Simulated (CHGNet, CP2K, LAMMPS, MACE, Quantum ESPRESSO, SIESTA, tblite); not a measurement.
# Bulk modulus two ways: glassy 33Al2O3-67P2O5 (mol %) (57 atoms), CHGNet 0.3.0

The cell holds 57 atoms (6 Al, 12 P and 39 O). Recipe: 57 atoms (6 Al, 12 P, 39 O) placed at random at 2.5 g/cm³, melted at 4000 K for 10 ps at fixed volume with the Morse and Coulomb pair potential with partial charges (Pedone, Malavasi, Menziani, Cormack and Segre, J. Phys. Chem. B 110, 11780 (2006)). Quenched from 4000 K to 300 K at 60 K/ps and fixed volume, held 10 ps at zero pressure. Then the atoms were relaxed with MACE MPA-0 medium in the fixed cell.

Calculated with CHGNet 0.3.0: CHGNet 0.3.0, trained on PBE(+U) plane-wave data, no dispersion term. The cell is scaled evenly by ±3 % in volume, and MACE MPA-0 medium relaxes the atoms at each volume before the single point.

```
volume (Å³/atom)  energy less the middle row's (meV/atom)  pressure (GPa)
          12.953                                   -3.940          -1.362
          13.353                                    0.000          -2.701
          13.754                                    6.288          -3.812
```

**Question.** Find the bulk modulus at the middle volume from the pressures and from the energies, and check the printed pressure against the slope of the energy (1 meV/Å³ = 0.16022 GPa).

Worked:

The step is h = 0.4006 Å³. From pressures: B = −V dP/dV = 13.353 × (-1.362 − (-3.812)) / (2 × 0.4006) = 40.8 GPa.

From energies: B = V d²E/dV² = 13.353 × (-3.940 + (6.288)) / 0.4006² = 195.3 meV/Å³ = 31.3 GPa.

Slope: P = −dE/dV = −(6.288 − (-3.940)) / (2 × 0.4006) = -12.8 meV/Å³ = -2.05 GPa, against -2.70 GPa printed.

The modulus from energies lies 23 % under that from pressures.

A central difference over ±3 % overstates P by about B(1 + B′)(0.03)²/6, some 0.03 GPa for B′ = 4, which is small against the gap found. The atoms follow MACE MPA-0 medium, so this level's forces do work along the path, which enters the energies but not the printed pressures.

Limits: three points, a static cell at zero temperature, the cell shape held; the modulus is that at -2.7 GPa, not at zero pressure.

[Logs are printed without paths, hosts, clocks, repeated set-up lines and the standing remarks that a program may print on its own settings, such as how far it seeks lower states.]

[Hosts, paths, dates, database ids (printed as entryN), source tags and the programs' standing remarks are cut or masked in the printed files.]
